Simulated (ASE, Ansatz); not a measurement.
# Random bcc (Ta, V, W, Nb) solid solution (432 atoms): support functions against a reference

Wanted: errors and times of a linear-scaling basis for random bcc (Ta, V, W, Nb) solid solution (432 atoms). A setting counts as converged where the r.m.s. difference of forces stays under 1 % of the r.m.s. force.

Calculated with Ansatz 0.2.0; Kohn-Sham DFT, PBE, PAW (set soft_2), plane waves.

## (1) Set-up

The cell holds 432 atoms: 97 Ta, 86 V, 132 Nb and 117 W. Its edges and angles: a = 19.290 Å, b = 19.290 Å, c = 19.290 Å, α = 90.0°, β = 90.0°, γ = 90.0°. It derives from Ta and V, Nb and W. Bcc lattice (a = 3.215 Å, the mean of the end members), 6 x 6 x 6 cells, metal sites filled at random with 97 Ta, 86 V, 117 W, 132 Nb; not relaxed, displaced by a Gaussian of 0.02 Å.

Limits known from the start: The host structure and its lattice constant were typed by rule, without a check against the phase diagram. The electron count is odd and the run has no spin polarisation, so levels at the top are partly filled by construction. The Brillouin zone is sampled at Γ only, in a cell whose shortest periodic width is 19 Å. Spin–orbit coupling is left out, which matters for the levels of the heavy elements.

## (2) Plane-wave single point

This run is the reference for what follows, at a cutoff of 420 eV.

The input, input.yaml:

```yaml
crystal:
  lattice:
    - [19.29, 0.0, 0.0]
    - [0.0, 19.29, 0.0]
    - [0.0, 0.0, 19.29]
  atoms:
    - { symbol: Ta, position: [0.99924, 0.00068, 0.00028] }
    - { symbol: V, position: [0.08163, 0.08394, 0.08281] }
    - { symbol: Nb, position: [0.00072, 0.00107, 0.16556] }
    - { symbol: V, position: [0.08473, 0.08454, 0.24881] }
    - { symbol: W, position: [0.00099, 0.9992, 0.33451] }
    - { symbol: Nb, position: [0.0835, 0.08423, 0.41732] }
    - { symbol: V, position: [0.00017, 0.99956, 0.49873] }
    - { symbol: V, position: [0.08393, 0.08384, 0.58435] }
    - { symbol: W, position: [0.99951, 1.0e-05, 0.66498] }
    - { symbol: Nb, position: [0.08168, 0.08262, 0.75002] }
    - { symbol: V, position: [0.00085, 0.99915, 0.83515] }
    - { symbol: W, position: [0.08315, 0.08151, 0.91548] }
    - { symbol: Nb, position: [0.99847, 0.16596, 0.00044] }
    - { symbol: Nb, position: [0.08399, 0.25058, 0.08266] }
    - { symbol: V, position: [0.00097, 0.16315, 0.16539] }
    - { symbol: V, position: [0.08405, 0.25032, 0.25084] }
    - { symbol: W, position: [0.00127, 0.16552, 0.33384] }
    - { symbol: Ta, position: [0.08355, 0.24925, 0.41663] }
    - { symbol: W, position: [0.99746, 0.16777, 0.50291] }
    - { symbol: Nb, position: [0.08405, 0.25035, 0.58346] }
    - { symbol: Nb, position: [0.00029, 0.16537, 0.66804] }
    - { symbol: W, position: [0.08385, 0.25043, 0.75126] }
    - { symbol: Nb, position: [0.00052, 0.16534, 0.83202] }
    - { symbol: Ta, position: [0.08439, 0.2489, 0.91646] }
    - { symbol: W, position: [0.99861, 0.33378, 0.99737] }
    - { symbol: Nb, position: [0.08218, 0.41722, 0.08383] }
    - { symbol: Ta, position: [0.00124, 0.33256, 0.16566] }
    - { symbol: Nb, position: [0.08316, 0.41653, 0.25194] }
    - { symbol: Nb, position: [0.00125, 0.33189, 0.33145] }
    - { symbol: Nb, position: [0.08419, 0.41642, 0.41686] }
    - { symbol: V, position: [0.00178, 0.33375, 0.50029] }
    - { symbol: Nb, position: [0.08358, 0.41618, 0.58442] }
    [... 394 atom lines left out ...]
    - { symbol: Nb, position: [0.83219, 0.83389, 0.49946] }
    - { symbol: V, position: [0.91464, 0.91686, 0.5831] }
    - { symbol: Ta, position: [0.83438, 0.8342, 0.66485] }
    - { symbol: W, position: [0.91702, 0.91746, 0.75203] }
    - { symbol: V, position: [0.83183, 0.83465, 0.83315] }
    - { symbol: V, position: [0.91636, 0.91725, 0.91776] }
kpoints:
  mp_grid: { grid: [1, 1, 1] }
hamiltonian:
  xc: pbe
scf:
  occupations: { method: fermi_dirac, width: 0.1 }
output:
  forces: true
  stress: true
  populations: intrinsic
  dos:
    method: { smearing: { sigma: 0.15 } }
    de: 0.1
    projected: { site_lists: { Nb: [Nb], Ta: [Ta], V: [V], W: [W] } }
  eigenvalues: true
  write_density: true
  write_potential: true
  volumetric_format: npy
  elf: true
```

Started as:

```sh
ansatz run input.yaml --threads 32 --pin off --max-ram 143360MiB --backend cuda --events-out ev --progress --plain --runs-dir out
```

Output:

```text
Engine: ansatz 0.2.0, aarch64-unknown-linux-gnu
Pseudopotentials: kind: paw
Pseudopotential: Ta, paw, valence charge 13, recommended cutoff 420 eV (normal), Ta.paw.azcp
Pseudopotential: V, paw, valence charge 13, recommended cutoff 420 eV (normal), V.paw.azcp
Pseudopotential: Nb, paw, valence charge 13, recommended cutoff 420 eV (normal), Nb.paw.azcp
Pseudopotential: W, paw, valence charge 14, recommended cutoff 420 eV (normal), W.paw.azcp
[... 5 lines on functional and potentials left out ...]
device memory: the entry about to start is reckoned to put 49.2 GiB on a device that reports 182.5 GiB free
GPU FFT provider: cuFFT
GPU libraries: cuBLAS 13.8.1, cuFFT 12.4.0, cuSOLVER 12.3.2
GPU matrix products: emulated (plane waves: as basis.precision tells), large ones in fixed point in workspaces of 1.00 GiB
Crystal: 432 atoms, lattice volume = 7177.888 Å³
Basis set: ecut = 420 eV, 140233 PW (Γ), exchange–correlation on 270×270×270 points (8 copies of the dense FFT grid, shifted against one another)
Bands: 3440, of which v1, the nominal top of the filled ones, is band 2867 counted from 1 (2866 counted from 0)
Symmetry: 1 space group operations
Space group: P1 (ITA 1), of the structure as read, at distance tolerance 1.9e-4 Å
k-points: 1
[... 9 lines on functional and potentials left out ...]
Initial density: superposition of atomic densities (neutral atoms: chi_scale 0, normalization atom), corrected by the library's trained network
Initial wavefunctions: pseudopotential atomic-orbital guess
GPU buffer pool allocated for 2460375 grid points (all kernels)
GPU transforms: local potential and band sums: pruned to the plane-wave sphere, on 135×135×135
GPU projectors: on the FFT box's points about the atoms, with room for 3329421 of them (16 bands a pass); a geometry past the room, sums that fail their trial, or a want of GPU memory keeps the tables, and a block in half precision can take them where they are the faster
Functional: x = pbe(κ = 0.804, μ = 0.219515), c = pbe(β = 0.066725)
SCF iter   1: F=—  HF=-3029820.184607 eV  |F-HF|=—  |Δ(HF+E_count)|=         —  Δρ=9.31e-3  dr2=1.00e2  ethr=1.77e-3  ⟨swp⟩=16.0  Hψ=18732  notcnv=0
preconditioner: auto → Kerker (q_TF=auto, 2.628 Å⁻¹)  [metal: Δε(μ)=0.003 eV  Ē_g=3.819 eV  σ=0.100 eV  W_gap=0.01  n_scr=2204 (ndim 8)  ℏωp=20.9 eV  f_vac=0.000  D(μ)=461.83/eV (n_scr^D=4800)]
SCF iter   2: F=—  HF=-3029818.979292 eV  |F-HF|=—  |Δ(HF+E_count)|=    1.21e0  Δρ=4.64e-3  dr2=2.70e1  ethr=1.75e-3  ⟨swp⟩=1.0  Hψ=3956  notcnv=0
SCF iter   3: F=—  HF=-3029818.559967 eV  |F-HF|=—  |Δ(HF+E_count)|=   4.19e-1  Δρ=5.47e-4  dr2=7.95e-2  ethr=4.70e-4  ⟨swp⟩=1.0  Hψ=3440  notcnv=0
SCF iter   4: F=—  HF=-3029818.527457 eV  |F-HF|=—  |Δ(HF+E_count)|=   3.25e-2  Δρ=1.57e-4  dr2=2.84e-3  ethr=1.39e-6  ⟨swp⟩=25.0  Hψ=20873  notcnv=0  defer=6
SCF iter   5: F=—  HF=-3029818.527177 eV  |F-HF|=—  |Δ(HF+E_count)|=   2.80e-4  Δρ=3.09e-5  dr2=9.83e-5  ethr=4.95e-8  ⟨swp⟩=2.0  Hψ=5667  notcnv=0
SCF iter   6: F=—  HF=-3029818.578240 eV  |F-HF|=—  |Δ(HF+E_count)|=   5.11e-2  Δρ=9.69e-6  dr2=9.22e-6  ethr=1.71e-9  ⟨swp⟩=2.0  Hψ=6061  notcnv=0
SCF iter   7: F=—  HF=-3029818.578240 eV  |F-HF|=—  |Δ(HF+E_count)|=   8.97e-7  Δρ=2.50e-6  dr2=4.86e-7  ethr=1.61e-10  ⟨swp⟩=2.0  Hψ=6234  notcnv=0
SCF iter   8: F=—  HF=-3029818.578239 eV  |F-HF|=—  |Δ(HF+E_count)|=   1.11e-7  Δρ=7.06e-7  dr2=1.16e-7  ethr=1.74e-12  ⟨swp⟩=25.0  Hψ=25956  notcnv=0
SCF iter   9: F=-3029818.578239 eV  HF=-3029818.578239 eV  |F-HF|=1.86e-9  |Δ(HF+E_count)|=   1.40e-9  Δρ=1.39e-7  dr2=1.43e-9  ethr=1.74e-12  ⟨swp⟩=6.0  Hψ=16196  notcnv=0
SCF 1 converged in 9 iterations: F = -3029818.578239 eV  dr2 = 1.43e-9
  greatest PAW one-centre occupation: 1.000 electrons in one spin orbital (limit 2), on the V atom at site 158 (counted from 0), in its partial waves of l = 0
SCF converged after 9 iterations
Free energy (F): -3029818.578239 eV
Harris-Foulkes:  -3029818.578239 eV  (|F-HF|=1.86e-9)
Internal energy: -3029803.385831 eV  (E = F + TS)
E sigma→0 (E₀):  -3029810.982035 eV
Entropy (-TS):   -15.192408 eV (-35.168 meV/atom)
Fermi energy:    18.750275 eV
--- Per-component energies (eV) ---
  E_band       = -41841.843011
  E_kinetic    = 169241.620849
  E_local      = -298409.021230  (includes V_loc(G=0)·N_el)
  E_nonlocal   = 13460.861694
  E_hartree    = 110365.380753
  E_xc         = -86842.353684
  E_vxc        = -90107.109517  (∫ρ·V_xc dr)
  E_paw        = -2317654.234494  (= ΣΔE_a)
  E_vpaw       = -56758.986829  (= ΣTr[D̂ρ^β])
  E_aug_tail   = 0.030933  (compensation charges beyond the density's cutoff)
  E_ewald      = -619965.670652
  E_smearing   = -15.192408  (= −TS)
  E_closure    = -0.000000  (closes the sum)
  Σ components = -3029818.578239   (vs F -3029818.578239, Δ=0.00e0)
--- Forces (eV/Å), atoms counted from 1 ---
[... 432 lines of forces left out ...]
  max |Σ_I F_I| component: 6.56e-6 eV/Å
--- Stress (GPa, compression-positive) ---
        1.287487       0.029486       0.059525
        0.029486       1.362989      -0.009860
        0.059525      -0.009860       1.334758
  P = ⅓ Tr σ = 1.3284 GPa (13.284 kbar)
--- Band table (eV) ---
[... left out ...]
--- intrinsic populations: 432 sites ---
  site symbol       q [e]
[... 432 lines, one an atom, left out ...]
  spilling = 0.000000 (of n_electrons = 5733.000000)
```

Run time: 20 s. Hardware: 1 × NVIDIA GB200 with 32 threads of Arm Neoverse V2, shared host; peak memory 6.8 GiB.

That memory is the host's; the program planned up to 49.2 GiB on the GPU. Forces of this run were stored rounded, and per-atom blocks of the log weren't kept.

Read from the output:

| Quantity | Value |
| --- | --- |
| free energy | -3029818.5782 eV |
| free energy per atom | -7013.4689 eV/atom |
| SCF cycles | 9 |
| pressure | 1.328 GPa |
| r.m.s. force component | 0.4756 eV/Å |
| longest force | 1.794 eV/Å |
| Fermi energy | 18.75 eV |
| levels partly filled by over 2 per cent | 192 |

The r.m.s. force component of 0.48 eV/Å sets the scale for the differences below.

## (3) Support functions low

The cell is solved in localised support functions. The level low gives here a grid of 90×90×90 points and a radius of 3.87 Å.

This step: Kohn-Sham DFT, PBE, PAW (set soft_2), localised support functions (low) (Ansatz 0.2.0).

input.yaml, the sections that differ from step 2:

```yaml
scf:
  occupations: { method: fermi_dirac, width: 0.1 }
  eigensolver: { kind: { support_functions: { accuracy: low } } }
  max_iter: 150
output:
  forces: true
  eigenvalues: true
# crystal, kpoints, hamiltonian: as in step 2
```

Output:

```text
Warning: scf.eigensolver.kind.support_functions: disabling space-group detection — the functions' gradient is summed over unrotated k-points, so no spatial operation reduces the k-mesh or symmetrises the density; time reversal is kept, so that k and −k are solved as one point where they differ and the mesh holds both, and exact exchange and, on two spinor components, a DFT+U term hold to it where the run has them: [...]
settings of this run that can trade accuracy for cost: scf.eigensolver.kind.support_functions; scf.eigensolver.kind.support_functions.accuracy: low [...]
[...]
GPU FFT provider: cuFFT
GPU libraries: cuBLAS 13.8.1, cuFFT 12.4.0, cuSOLVER 12.3.2
[...]
Crystal: 432 atoms, lattice volume = 7177.888 Å³
Basis set: ecut = 420 eV, 140233 PW (Γ), exchange–correlation on 270×270×270 points (8 copies of the dense FFT grid, shifted against one another)
Bands: 3440, of which v1, the nominal top of the filled ones, is band 2867 counted from 1 (2866 counted from 0)
Symmetry: 1 space group operations
k-points: 1
[...]
GPU buffer pool allocated for 2460375 grid points (all kernels)
Eigensolver: Support functions (low, 90×90×90 points, laid for a spacing of at most 0.228497 Å, radius 3.874464 Å, 1 species' potentials softened for the grid, 2 wholly corrected for its errors in the mean over positions, 4 with the egg-box correction, energy correction by stochastic trace)
[...]
SCF iter   1: F=—  HF=-3030712.683286 eV  |F-HF|=—  |Δ(HF+E_count)|=         —  Δρ=2.02e-1  dr2=2.18e4  ethr=1.00e-1
[...]
SCF iter  14: F=—  HF=-3029818.252513 eV  |F-HF|=—  |Δ(HF+E_count)|=   4.25e-2  Δρ=1.64e-5  dr2=1.05e-4  ethr=2.27e-10
SCF iter  15: F=-3029818.288965 eV  HF=-3029818.289004 eV  |F-HF|=3.84e-5  |Δ(HF+E_count)|=   3.65e-2  Δρ=1.03e-5  dr2=4.05e-5  ethr=2.27e-10
SCF 1 converged in 15 iterations: F = -3029818.922544 eV  dr2 = 4.05e-5
[...]
SCF converged after 15 iterations
Stability not checked: this state was not tested for a lower state beside it, because the mixer in use, unlike msr1, does not test its closes by its own steps (another_mixer; see scf.mixing.algorithm and scf.lower_state_search)
Free energy (F): -3029818.922544 eV
[...]
Internal energy: -3029803.748658 eV  (E = F + TS)
E sigma→0 (E₀):  -3029811.335601 eV
Entropy (-TS):   -15.173886 eV (-35.125 meV/atom)
Fermi energy:    18.750531 eV
[...]
Σ components = -3029818.922544   (vs F -3029818.922544, Δ=0.00e0)
--- Forces (eV/Å), atoms counted from 1 ---
[... 432 lines of forces left out ...]
  max |Σ_I F_I| component: 5.21e-2 eV/Å
--- Band table (eV) ---
[... left out ...]
```

Run time: 22 s. Hardware: 1 × NVIDIA GB200 with 32 threads; peak memory 2.3 GiB; 51 s of CPU time.

That memory is the host's; the program planned up to 17.1 GiB on the GPU.

The program notes that the band table was not solved further than the SCF left it and it switched symmetry off.

Keys that differ from the reference: support_functions.accuracy = "low" and scf.max_iter = 150.

Forces differ from the reference by 1.1 meV/Å r.m.s., 0.23 % of their size, well within a tolerance of 1 %; the energy by -0.80 meV/atom.

## (4) Support functions medium

The level medium is asked for. Here it resolves to the same grid and radius as in the run with support functions low, so the basis is not new.

This step: Kohn-Sham DFT, PBE, PAW (set soft_2), localised support functions (medium) (Ansatz 0.2.0).

input.yaml, the sections that differ from step 3:

```yaml
scf:
  occupations: { method: fermi_dirac, width: 0.1 }
  eigensolver: { kind: { support_functions: { accuracy: medium } } }
  max_iter: 150
# crystal, kpoints, hamiltonian, output: as in step 3
```

Output:

```text
[...]
GPU FFT provider: cuFFT
GPU libraries: cuBLAS 13.8.1, cuFFT 12.4.0, cuSOLVER 12.3.2
[...]
Crystal: 432 atoms, lattice volume = 7177.888 Å³
Basis set: ecut = 420 eV, 140233 PW (Γ), exchange–correlation on 270×270×270 points (8 copies of the dense FFT grid, shifted against one another)
Bands: 3440, of which v1, the nominal top of the filled ones, is band 2867 counted from 1 (2866 counted from 0)
Symmetry: 1 space group operations
k-points: 1
[...]
GPU buffer pool allocated for 2460375 grid points (all kernels)
Eigensolver: Support functions (medium, 90×90×90 points, laid for a spacing of at most 0.228497 Å, radius 3.874464 Å, 1 species' potentials softened for the grid, 2 wholly corrected for its errors in the mean over positions, 4 with the egg-box correction, energy correction by stochastic trace)
[...]
SCF iter   1: F=—  HF=-3030712.683286 eV  |F-HF|=—  |Δ(HF+E_count)|=         —  Δρ=2.02e-1  dr2=2.18e4  ethr=1.00e-1
[...]
SCF iter  15: F=—  HF=-3029818.289004 eV  |F-HF|=—  |Δ(HF+E_count)|=   3.65e-2  Δρ=1.03e-5  dr2=4.05e-5  ethr=2.27e-10
SCF iter  16: F=-3029818.320750 eV  HF=-3029818.320753 eV  |F-HF|=2.50e-6  |Δ(HF+E_count)|=   3.17e-2  Δρ=3.44e-6  dr2=2.79e-6  ethr=2.27e-10
SCF 1 converged in 16 iterations: F = -3029818.924514 eV  dr2 = 2.79e-6
[...]
SCF converged after 16 iterations
[...]
Free energy (F): -3029818.924514 eV
[...]
Internal energy: -3029803.750008 eV  (E = F + TS)
E sigma→0 (E₀):  -3029811.337261 eV
Entropy (-TS):   -15.174506 eV (-35.126 meV/atom)
Fermi energy:    18.750475 eV
[...]
Σ components = -3029818.924514   (vs F -3029818.924514, Δ=0.00e0)
--- Forces (eV/Å), atoms counted from 1 ---
[... 432 lines of forces left out ...]
  max |Σ_I F_I| component: 5.02e-2 eV/Å
--- Band table (eV) ---
[... left out ...]
```

Wall time 25 s (1 × NVIDIA GB200 with 32 threads); peak memory 2.4 GiB.

That memory is the host's; the program planned up to 17.1 GiB on the GPU.

Keys that differ from the reference: support_functions.accuracy = "medium" and scf.max_iter = 150.

Forces differ from the reference by 1.0 meV/Å r.m.s., 0.21 % of their size, well within a tolerance of 1 %; the energy by -0.80 meV/atom.

## (5) Support functions high

With localised support functions most steps grow linearly with size, though the diagonalisation grows faster unless the density matrix is cut; this run measures error and cost at this size. The level high gives here a grid of 120×120×120 points and a radius of 4.64 Å.

This step: Kohn-Sham DFT, PBE, PAW (set soft_2), localised support functions (high) (Ansatz 0.2.0).

input.yaml, the sections that differ from step 4:

```yaml
scf:
  occupations: { method: fermi_dirac, width: 0.1 }
  eigensolver: { kind: { support_functions: { accuracy: high } } }
  max_iter: 150
# crystal, kpoints, hamiltonian, output: as in step 4
```

Output:

```text
[...]
GPU FFT provider: cuFFT
GPU libraries: cuBLAS 13.8.1, cuFFT 12.4.0, cuSOLVER 12.3.2
[...]
Crystal: 432 atoms, lattice volume = 7177.888 Å³
Basis set: ecut = 420 eV, 140233 PW (Γ), exchange–correlation on 300×300×300 points (8 copies of the dense FFT grid, shifted against one another)
Bands: 3440, of which v1, the nominal top of the filled ones, is band 2867 counted from 1 (2866 counted from 0)
Symmetry: 1 space group operations
k-points: 1
[...]
GPU buffer pool allocated for 3375000 grid points (all kernels)
Eigensolver: Support functions (high, 120×120×120 points, laid for a spacing of at most 0.171373 Å, radius 4.637024 Å, 1 species' potentials softened for the grid, 4 wholly corrected for its errors in the mean over positions, 4 with the egg-box correction, energy correction by stochastic trace)
[...]
SCF iter   1: F=—  HF=-3030709.723331 eV  |F-HF|=—  |Δ(HF+E_count)|=         —  Δρ=2.02e-1  dr2=2.19e4  ethr=1.00e-1
[...]
SCF iter  31: F=—  HF=-3029819.062559 eV  |F-HF|=—  |Δ(HF+E_count)|=   3.02e-3  Δρ=1.95e-6  dr2=4.98e-7  ethr=1.00e-12
SCF iter  32: F=-3029819.063892 eV  HF=-3029819.063893 eV  |F-HF|=6.63e-7  |Δ(HF+E_count)|=   1.33e-3  Δρ=1.81e-6  dr2=7.12e-7  ethr=1.00e-12
SCF 1 converged in 32 iterations: F = -3029819.124242 eV  dr2 = 7.12e-7
[...]
SCF converged after 32 iterations
[...]
Free energy (F): -3029819.124242 eV
[...]
Internal energy: -3029803.933995 eV  (E = F + TS)
E sigma→0 (E₀):  -3029811.529119 eV
Entropy (-TS):   -15.190246 eV (-35.163 meV/atom)
Fermi energy:    18.749853 eV
[...]
Σ components = -3029819.124242   (vs F -3029819.124242, Δ=0.00e0)
--- Forces (eV/Å), atoms counted from 1 ---
[... 432 lines of forces left out ...]
  max |Σ_I F_I| component: 1.75e-3 eV/Å
--- Band table (eV) ---
[... left out ...]
```

The job ended after 74 s (1 × NVIDIA GB200 with 32 threads; peak memory 3.2 GiB; 1.9 min of CPU time).

That memory is the host's; the program planned up to 40 GiB on the GPU.

The program notes that the correction for the support functions is uncertain and the support functions were not fully converged.

Keys that differ from the reference: support_functions.accuracy = "high" and scf.max_iter = 150.

Forces differ from the reference by 0.21 meV/Å r.m.s., 0.045 % of their size, well within a tolerance of 1 %; the energy by -1.3 meV/atom. It took roughly 3.8 times the reference's time (one timing each, with unlike analyses asked), in 32 cycles against 9.

(Continued in part 2 of 2.)

[Long decimals in the printed logs are rounded to 6 places.]

[Logs are printed without paths, hosts, clocks, repeated set-up lines and the standing remarks that a program may print on its own settings, such as how far it seeks lower states.]

[Hosts, paths, dates, database ids (printed as entryN), source tags and the programs' standing remarks are cut or masked in the printed files.]
